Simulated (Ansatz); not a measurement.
# Ca on Zr(0001): change of the work function, part 3 of 3

Aim: the work function of Zr(0001) at several coverages of Ca (fcc site), and the dipole that each adsorbate carries.

Ansatz 0.2.0; plane-wave DFT, PBE, Ansatz PAW.

So far, work function, upper face (eV): step 2 (the clean slab) 4.17; step 3 (37 atoms, coverage 0.111 ML, cell 3x3) 2.93.

## 4. The covered slab, k-mesh 6×6×1, coverage 0.25 ML

System of this step: Ca/Zr(0001). The cell holds 17 atoms: 16 Zr and 1 Ca. Cell: a = 6.460 Å, b = 6.460 Å, c = 28.782 Å, α = 90.0°, β = 90.0°, γ = 60.0°. Vacuum lies along c.

Another coverage, to see how the dipoles act on each other as their distance changes.

Input file input.yaml:

```yaml
crystal:
  lattice:
    - [6.46, 0.0, 0.0]
    - [3.23, 5.5945241084, 0.0]
    - [0.0, 0.0, 28.781832517]
  atoms:
    - { symbol: Zr, position: [0.3333333333, 0.3333333333, 0.3126972542] }
    - { symbol: Zr, position: [0.0, 0.0, 0.4020833278] }
    - { symbol: Zr, position: [0.3333333333, 0.3333333333, 0.4949288406] }
    - { symbol: Zr, position: [0.0, 0.0, 0.579692564] }
    - { symbol: Zr, position: [0.3333333333, 0.8333333333, 0.3126972542] }
    - { symbol: Zr, position: [0.0, 0.5, 0.4020833278] }
    - { symbol: Zr, position: [0.3333333333, 0.8333333333, 0.4949288406] }
    - { symbol: Zr, position: [0.0, 0.5, 0.579692564] }
    - { symbol: Zr, position: [0.8333333333, 0.3333333333, 0.3126972542] }
    - { symbol: Zr, position: [0.5, 0.0, 0.4020833278] }
    - { symbol: Zr, position: [0.8333333333, 0.3333333333, 0.4949288406] }
    - { symbol: Zr, position: [0.5, 0.0, 0.579692564] }
    - { symbol: Zr, position: [0.8333333333, 0.8333333333, 0.3126972542] }
    - { symbol: Zr, position: [0.5, 0.5, 0.4020833278] }
    - { symbol: Zr, position: [0.8333333333, 0.8333333333, 0.4949288406] }
    - { symbol: Zr, position: [0.5, 0.5, 0.579692564] }
    - { symbol: Ca, position: [0.1666666667, 0.1666666667, 0.6873027458] }
kpoints:
  mp_grid: { grid: [6, 6, 1] }
hamiltonian:
  xc: pbe
scf:
  occupations: { method: fermi_dirac, width: 0.1 }
  convergence: { dr2_threshold: 1.0e-08 }
efield:
  axis: 3
  dipole_correction: true
  ramp_position: 0.97
  ramp_width: 0.06
relax:
  f_tol: 0.02
  max_steps: 60
  constraints: [{ sites: [0, 1, 4, 5, 8, 9, 12, 13] }]
output:
  dos: { projected: true, e_range: [-8, 4] }
  write_potential: true
  write_density: true
  volumetric_format: npy
  elf: true
```

On the command line:

```
> ansatz run input.yaml --threads 4 --pin off --max-ram 16384MiB --backend cpu --events-out ev --progress --plain --runs-dir out
```

What it wrote:

```text
[...]
Crystal: 17 atoms, lattice volume = 1040.193 Å³
Basis set: ecut = 420 eV, 20317 PW (Γ), exchange–correlation on 90×90×400 points (8 copies of the dense FFT grid, shifted against one another)
Bands: 122, of which v1, the nominal top of the filled ones, is band 101 counted from 1 (100 counted from 0)
Symmetry: 6 space group operations
[...]
k-points: 7 of 36 (time reversal used)
[...]
SCF iter   1: F=—  HF=-68751.816122 eV  |F-HF|=—  |Δ(HF+E_count)|=         —  Δρ=6.02e-3  dr2=1.88e1  ethr=1.77e-3  p=0.543 e·Å  D=9.45e-2 V/Å  ΔV_dip=-2.72 eV  dr2_dipole=1.55e1  V_vac-E_F(+/−)=1.47/4.19 eV  ⟨swp⟩=15.1  Hψ=5026  notcnv=0
[...]
SCF iter  11: F=-68751.444414 eV  HF=-68751.444414 eV  |F-HF|=7.71e-10  |Δ(HF+E_count)|=   9.28e-9  Δρ=2.76e-7  dr2=1.98e-9  ethr=4.95e-12  p=0.378 e·Å  D=6.57e-2 V/Å  ΔV_dip=-1.89 eV  dr2_dipole=1.58e-10  V_vac-E_F(+/−)=2.29/4.18 eV  ⟨swp⟩=12.0  Hψ=6824  notcnv=0
SCF 1 converged in 11 iterations: F = -68751.444414 eV  dr2 = 1.98e-9
[...]
relax step   1: F+E_penalty+E_count = -68751.44441421 eV  Δ(F+E_penalty+E_count) = +0.000e0 eV  max|allowed force component| = 8.022e-1 eV/Å  Δτ_max = 0.0000 Å  (11 SCF iters, accepted)
[...]
SCF iter   9: F=-68751.600957 eV  HF=-68751.600957 eV  |F-HF|=2.23e-9  |Δ(HF+E_count)|=   4.28e-8  Δρ=5.56e-7  dr2=6.39e-9  ethr=1.18e-12  p=0.393 e·Å  D=6.84e-2 V/Å  ΔV_dip=-1.97 eV  dr2_dipole=1.77e-10  V_vac-E_F(+/−)=2.21/4.18 eV  ⟨swp⟩=11.7  Hψ=6765  notcnv=0
SCF 2 converged in 9 iterations: F = -68751.600957 eV  dr2 = 6.39e-9
[...]
relax step   2: F+E_penalty+E_count = -68751.60095662 eV  Δ(F+E_penalty+E_count) = -1.565e-1 eV  max|allowed force component| = 6.263e-1 eV/Å  Δτ_max = 0.1955 Å  (9 SCF iters, accepted)
[...]
SCF iter   9: F=-68751.673815 eV  HF=-68751.673815 eV  |F-HF|=2.20e-9  |Δ(HF+E_count)|=   1.23e-8  Δρ=3.84e-7  dr2=4.68e-9  ethr=1.00e-12  p=0.390 e·Å  D=6.78e-2 V/Å  ΔV_dip=-1.95 eV  dr2_dipole=2.67e-10  V_vac-E_F(+/−)=2.23/4.18 eV  ⟨swp⟩=10.7  Hψ=6313  notcnv=0
SCF 3 converged in 9 iterations: F = -68751.673815 eV  dr2 = 4.68e-9
relax step   3: F+E_penalty+E_count = -68751.67381546 eV  Δ(F+E_penalty+E_count) = -7.286e-2 eV  max|allowed force component| = 1.050e-1 eV/Å  Δτ_max = 0.1996 Å  (9 SCF iters, accepted)
[...]
relax step   4: F+E_penalty+E_count = -68751.67769929 eV  Δ(F+E_penalty+E_count) = -3.884e-3 eV  max|allowed force component| = 2.572e-2 eV/Å  Δτ_max = 0.0367 Å  (9 SCF iters, accepted)
SCF iter   1: F=—  HF=-68751.679223 eV  |F-HF|=—  |Δ(HF+E_count)|=         —  Δρ=2.24e-4  dr2=6.75e-3  ethr=4.77e-5  p=0.390 e·Å  D=6.78e-2 V/Å  ΔV_dip=-1.95 eV  dr2_dipole=5.65e-4  V_vac-E_F(+/−)=2.23/4.18 eV  ⟨swp⟩=2.0  Hψ=1271  notcnv=0
[...]
SCF iter   7: F=-68751.678013 eV  HF=-68751.678013 eV  |F-HF|=8.29e-10  |Δ(HF+E_count)|=   6.39e-9  Δρ=3.66e-7  dr2=3.67e-9  ethr=4.95e-12  p=0.390 e·Å  D=6.79e-2 V/Å  ΔV_dip=-1.95 eV  dr2_dipole=1.89e-10  V_vac-E_F(+/−)=2.23/4.18 eV  ⟨swp⟩=9.0  Hψ=6774  notcnv=0
SCF 5 converged in 7 iterations: F = -68751.678013 eV  dr2 = 3.67e-9
relax step   5: F+E_penalty+E_count = -68751.67801332 eV  Δ(F+E_penalty+E_count) = -3.140e-4 eV  max|allowed force component| = 3.426e-3 eV/Å  Δτ_max = 0.0062 Å  (7 SCF iters, accepted)
[...]
SCF converged after 7 iterations
Free energy (F): -68751.678013 eV
[...]
Internal energy: -68750.785840 eV  (E = F + TS)
E sigma→0 (E₀):  -68751.231926 eV
Entropy (-TS):   -0.892174 eV (-52.481 meV/atom)
Fermi energy:    3.360316 eV
Dipole field:    D = 0.067860 V/Å  (p = 0.390091 e·Å, saw-weighted, corrected)
Work function:   Φ+ = 2.2311 eV   Φ− = 4.1843 eV
[...]
--- Forces (eV/Å), atoms counted from 1 ---
  atom   1  Zr    -0.00477386    -0.00275619     0.41913456
  atom   2  Zr     0.00086990     0.00050224    -0.44053374
  atom   3  Zr    -0.00088258    -0.00050956     0.00056085
  atom   4  Zr     0.00100106     0.00057796     0.00030584
  atom   5  Zr    -0.00000000     0.00551238     0.41913456
  atom   6  Zr     0.00000000    -0.00100448    -0.44053374
  atom   7  Zr     0.00000000     0.00101911     0.00056085
  atom   8  Zr     0.00000000    -0.00115593     0.00030584
  atom   9  Zr     0.00477386    -0.00275619     0.41913456
  atom  10  Zr    -0.00086990     0.00050224    -0.44053374
  atom  11  Zr     0.00088258    -0.00050956     0.00056085
  atom  12  Zr    -0.00100106     0.00057796     0.00030584
  atom  13  Zr     0.00000000     0.00000000     0.40113765
  atom  14  Zr     0.00000000     0.00000000    -0.33898304
  atom  15  Zr     0.00000000    -0.00000000    -0.00342643
  atom  16  Zr     0.00000000     0.00000000     0.00179365
  atom  17  Ca    -0.00000000    -0.00000000     0.00104883
  max |Σ_I F_I| component: 2.68e-5 eV/Å
--- Band table (eV; the first three rows and the last of 7) ---
  k-point 0: bands = [... 97 lower, 3.3380, 3.8004, 3.9054, 3.9708, 3.9708, 4.0000, 4.1862, 4.1862, ... 17 higher]
  k-point 1: bands = [... 97 lower, 3.3152, 3.6734, 3.6976, 3.7826, 3.7884, 3.8080, 3.9292, 3.9985, ... 17 higher]
  k-point 2: bands = [... 97 lower, 3.1997, 3.2252, 3.3661, 3.3745, 3.3866, 3.4825, 3.5873, 3.6862, ... 17 higher]
  k-point 6: bands = [... 97 lower, 2.8865, 2.8950, 2.9346, 2.9355, 2.9768, 3.2754, 3.3989, 3.4054, ... 17 higher]
--- Relaxed structure (5 steps of the walk, 5 accepted, 0 SCFs on fresh bases) ---
  F+E_penalty+E_count = -68751.67801332 eV   max|allowed force component| = 3.426e-3 eV/Å
  atoms:
    - { symbol: Zr, position: [0.333333, 0.333333, 0.312697] }
    - { symbol: Zr, position: [2.666712e-17, 2.666712e-17, 0.402083] }
    - { symbol: Zr, position: [0.335814, 0.335814, 0.494686] }
    - { symbol: Zr, position: [0.00115394, 0.00115394, 0.579524] }
    - { symbol: Zr, position: [0.333333, 0.833333, 0.312697] }
    - { symbol: Zr, position: [5.551115e-17, 0.500000, 0.402083] }
    - { symbol: Zr, position: [0.335814, 0.828373, 0.494686] }
    - { symbol: Zr, position: [0.00115394, 0.497692, 0.579524] }
    - { symbol: Zr, position: [0.833333, 0.333333, 0.312697] }
    - { symbol: Zr, position: [0.5, 2.666712e-17, 0.402083] }
    - { symbol: Zr, position: [0.828373, 0.335814, 0.494686] }
    - { symbol: Zr, position: [0.497692, 0.00115394, 0.579524] }
    - { symbol: Zr, position: [0.833333, 0.833333, 0.312697] }
    - { symbol: Zr, position: [0.500000, 0.500000, 0.402083] }
    - { symbol: Zr, position: [0.833333, 0.833333, 0.492326] }
    - { symbol: Zr, position: [0.500000, 0.500000, 0.586382] }
    - { symbol: Ca, position: [0.166667, 0.166667, 0.675824] }
```

Elapsed: 2 min, on 4 threads of Arm Neoverse V2, shared host; peak memory 3 GiB; 8.1 min of CPU time.

Step by step:

```tsv
step	energy less that of the first step (eV)	largest force component (eV/Å)
1	0.0000	0.8022
2	-0.1565	0.6263
3	-0.2294	0.1050
4	-0.2333	0.0257
5	-0.2336	0.0034
```

Forces are held to the 6 operations that the program found; a distortion that breaks them can't arise in this run.

The atoms that moved most (Å):

```tsv
atom	dx	dy	dz	length
Ca17	0.000	0.000	-0.330	0.330
Zr16	0.000	0.000	0.193	0.193
Zr15	0.000	0.000	-0.075	0.075
Zr7	0.000	-0.028	-0.007	0.029
Zr3	0.024	0.014	-0.007	0.029
Zr11	-0.024	0.014	-0.007	0.029
Zr12	-0.011	0.006	-0.005	0.014
Zr8	0.000	-0.013	-0.005	0.014
```

Final coordinates:

```
Zr Ca
1.0
     6.46000    0.00000    0.00000
     3.23000    5.59452    0.00000
     0.00000    0.00000   28.78183
Zr Ca
16 1
Direct
  0.33333 0.33333 0.31270
  0.00000 0.00000 0.40208
  0.33581 0.33581 0.49469
  0.00115 0.00115 0.57952
  0.33333 0.83333 0.31270
  0.00000 0.50000 0.40208
  0.33581 0.82837 0.49469
  0.00115 0.49769 0.57952
  0.83333 0.33333 0.31270
  0.50000 0.00000 0.40208
  0.82837 0.33581 0.49469
  0.49769 0.00115 0.57952
  0.83333 0.83333 0.31270
  0.50000 0.50000 0.40208
  0.83333 0.83333 0.49233
  0.50000 0.50000 0.58638
  0.16667 0.16667 0.67582
```

Read from the output:

```yaml
energy_at_zero_smearing: -68751.2319 eV
work_function_upper_face: 2.231 eV
work_function_lower_face: 4.184 eV
dipole_along_the_normal: 0.3901 e·Å
step_between_the_vacuum_levels: -1.953 eV
```

Running mean over 2.573 Å of the planar mean; the ramp of the sawtooth is left out. Electron's electrostatic potential energy less the Fermi level against z:

```tsv
z (Å)	electron's electrostatic potential energy less the Fermi level (eV)
4	4.18
5	4.15
6	3.92
7	2.13
8	-5.12
9	-8.43
10	-8.31
11	-8.27
12	-8.18
13	-7.78
14	-8.27
15	-8.69
16	-8.65
17	-8.12
18	-3.81
19	0.164
20	0.352
21	1.37
22	2.07
23	2.20
24	2.23
25	2.23
```

The density of states has structure finer than the step of the table below, so its rows give means over 0.25 eV. Peaks (eV: height): -2.740: 58.3, -0.810: 55.3, -0.090: 38.9, 0.270: 55.9, 0.780: 55.9, 0.840: 57.4, 1.020: 44.5.

Density of states against energy, zero at the Fermi level; means over each step:

energy (eV), density of states (states/eV a cell) and a bar:
```
    -5.50        0.0 
    -5.25        0.2 
    -5.00        1.1 #
    -4.75        1.2 #
    -4.50        1.2 #
    -4.25        2.3 ##
    -4.00        3.2 ###
    -3.75        2.7 ##
    -3.50        2.5 ##
    -3.25        8.7 #######
    -3.00        3.4 ###
    -2.75       15.7 #############
    -2.50       16.2 #############
    -2.25       19.3 ################
    -2.00       22.8 ###################
    -1.75       16.1 #############
    -1.50       17.2 ##############
    -1.25       20.1 ################
    -1.00       24.5 ####################
    -0.75       26.7 ######################
    -0.50       12.7 ##########
    -0.25       26.0 #####################
     0.00       24.6 ####################
     0.25       29.6 ########################
     0.50       29.6 ########################
     0.75       36.9 ##############################
```

Projected DOS per atom over height of the atomic layer and energy from the Fermi level. Layers: Zr4 Zr4 Zr4 Zr4 Ca from below.

Ten even steps from '0' (0.00 states/eV) to '9' (2.22 states/eV), each cell a mean:
```
88782
95682
95581
74451
67660
65686
43340
56750
35540
23320
11110
00000
00000
00000
00000
00000
00000
00000
00000
00000
00000
00000
```
Columns: height of the atomic layer (Å) from 9 to 19.5; rows upwards: energy from the Fermi level (eV) from -7.96 to 1.04.

Valence density in the ca plane at fractional y = 0.000, with atoms of Zr within 0.2 Å of it. It is the smooth field of the valence electrons, not physical close to the nuclei.

Ten steps, logarithmic in the rise over the least value, from '0' (0.0 e/Å³) to '9' (3.9 e/Å³), each cell a mean:
```
34799985333333447999852111000000000000000000
34688864333443345888642110000000000000000000
33455543334544334555422110000000000000000000
33333333345654333333321110000000000000000000
33333333345654333333321110000000000000000000
33455543334544334555422110000000000000000000
34689864333443345888642110000000000000000000
34799985333333447999852111000000000000000000
35899985333333458999953211100000000000000000
34799975333333346999752211110000000000000000
33567753333444334677532222221000000000000000
33344433334554333444332234432100000000000000
33333333334654333333333235542100000000000000
33344433334554333444332234432100000000000000
33567753333444334677532222221000000000000000
34799975333333346999852211110000000000000000
35899985333333458999953211100000000000000000
```
Columns run along c (16.0 Å, from fractional 0.35 to 0.91 of the cell), rows up along a (6.5 Å). Atoms in or near the plane, at fractional coordinates: Zr at (0.40, 0.00), Zr at (0.58, 0.00), Zr at (0.40, 0.50), Zr at (0.58, 0.50).

ELF in the ca plane at fractional y = 0.000, with atoms of Zr within 0.2 Å of it. It is the smooth field of the valence electrons, not physical close to the nuclei.

Ten even steps from '0' (0.00) to '9' (0.78), each cell a mean:
```
43895893367778637968941234333322110000000000
42489952343334423899621234433211000000000000
33223323322222332233223343332110000000000000
35432245313542244322345543321100000000000000
35432245313542244322345543321100000000000000
33234323322222332343223343332110000000000000
42489952343334423899621234433221000000000000
43795893367678637968941234333322110000000000
43882694378889638826941232111233321000000000
42699972355556525989832210000124442100000000
32257632332223322576323211110024554210000000
34322224322332233222245213531013665310000000
25532345412542245433466215751013665321000000
34322224322332233222245213531013665310000000
32257632332223322576323211110024554210000000
42699972355556525999831210000124442100000000
53882694378899638826951232111233321000000000
```
Columns run along c (16.0 Å, from fractional 0.35 to 0.91 of the cell), rows up along a (6.5 Å). Atoms in or near the plane, at fractional coordinates: Zr at (0.40, 0.00), Zr at (0.58, 0.00), Zr at (0.40, 0.50), Zr at (0.58, 0.50).

Electrostatic potential energy in the ca plane at fractional y = 0.000, with atoms of Zr within 0.2 Å of it. With pseudopotentials it is smooth inside the atoms' cores, unlike the true potential.

Values in eV, 9 rows by 16 columns, each cell a mean:
```
 -4 -48 -19   4   3  -1 -44 -25   5   6   6   6   6   6   6   6
  2  -5   1  -1  -6   2  -3   0   7   7   7   6   6   6   6   6
  3   0   3  -2  -9   3   0   2   7   7   7   6   6   6   6   6
 -2 -38 -14   3   2   0 -34 -18   5   7   6   6   6   6   6   6
 -7 -59 -27   4   5  -3 -56 -34   3   4   5   6   6   6   6   6
  0 -24  -7   2   0   1 -23 -11   3  -1   2   5   6   6   6   6
  3   2   4  -1  -9   2   2   4   2  -8  -1   4   6   6   6   6
  1 -13  -3   2  -3   2 -12  -5   3  -3   1   5   6   6   6   6
 -6 -56 -25   4   5  -2 -53 -32   3   4   4   5   6   6   6   6
```
Columns run along c (16.0 Å, from fractional 0.35 to 0.91 of the cell; values clipped at the 3rd and 97th percentile), rows up along a (6.5 Å). Atoms in or near the plane, at fractional coordinates: Zr at (0.40, 0.00), Zr at (0.58, 0.00), Zr at (0.40, 0.50), Zr at (0.58, 0.50).

The relaxation took 5 steps and lowered the energy by 0.23 eV; the largest force on the free atoms ends at 0.0034 eV/Å.

By hand: a sheet of dipoles makes a step −p/(ε₀A) in the electron's potential. With e/ε₀ = 180.95 V·Å, p = 0.3901 e·Å and A = 36.14 Å², that is −180.95 × (0.3901) / 36.14 = -1.953 eV, and the two vacuum levels of the run differ by -1.953 eV.

The covered face has 2.23 eV, -1.93 eV against the clean one; the bare back face has moved by +0.00 eV, a measure of how thin the slab is.

## 5. Work function against coverage

This step: plane-wave DFT, PBE, Ansatz PAW; work function against coverage (Ansatz 0.2.0).

The runs are now put side by side.

This step gave:

* work function of the clean face: 4.165 eV
* largest change of the work function: -1.934 eV

Table of work function of the covered face by coverage:

```tsv
coverage (adsorbates/nm²)	work function of the covered face (eV)
0.00	4.17
1.23	2.93
2.77	2.23
```

The dipole per adsorbate comes from the change of the cell's dipole. Coverage, by row:

```tsv
coverage (1/nm²)	coverage (ML)	work function (eV)	change (eV)	dipole per adsorbate, positive end outwards (debye)	mean height of the added atoms over the highest substrate atom (Å)
1.23	0.1111	2.932	-1.234	2.68	2.619
2.767	0.25	2.231	-1.934	1.86	2.574
```

## 6. Outcome

```yaml
work_function_of_the_clean_face: 4.17 eV
work_function_at_0p11_ml: 2.93 eV
work_function_at_0p25_ml: 2.23 eV
dipole_per_adsorbate_at_0p11_ml_positive_end_outwards: 2.68 D
```

In words: Ca lowers the work function of Zr(0001) at the lowest coverage, by 1.23 eV: the adsorbate layer has its positive end outwards. The slab has 4 layers, at the tabulated experimental lattice constant, one starting site was run, and quantum-size effects of a slab this thin can reach one or two tenths of an eV.

[Long decimals in the printed logs are rounded to 6 places.]

[Logs are printed without paths, hosts, clocks, repeated set-up lines and the standing remarks that a program may print on its own settings, such as how far it seeks lower states.]

[Hosts, paths, dates, database ids (printed as entryN), source tags and the programs' standing remarks are cut or masked in the printed files.]

[Maps of the electrostatic potential energy from Ansatz leave out the sawtooth potential of an applied field or a dipole correction, so their vacuum need not be flat; planar profiles and work functions include it.]

[The density of states shown here was stored with 400 of the rows of the run's finer table, so its peaks can read low, often by over a quarter, or be missed, and its means over a window can be off by a tenth or more.]
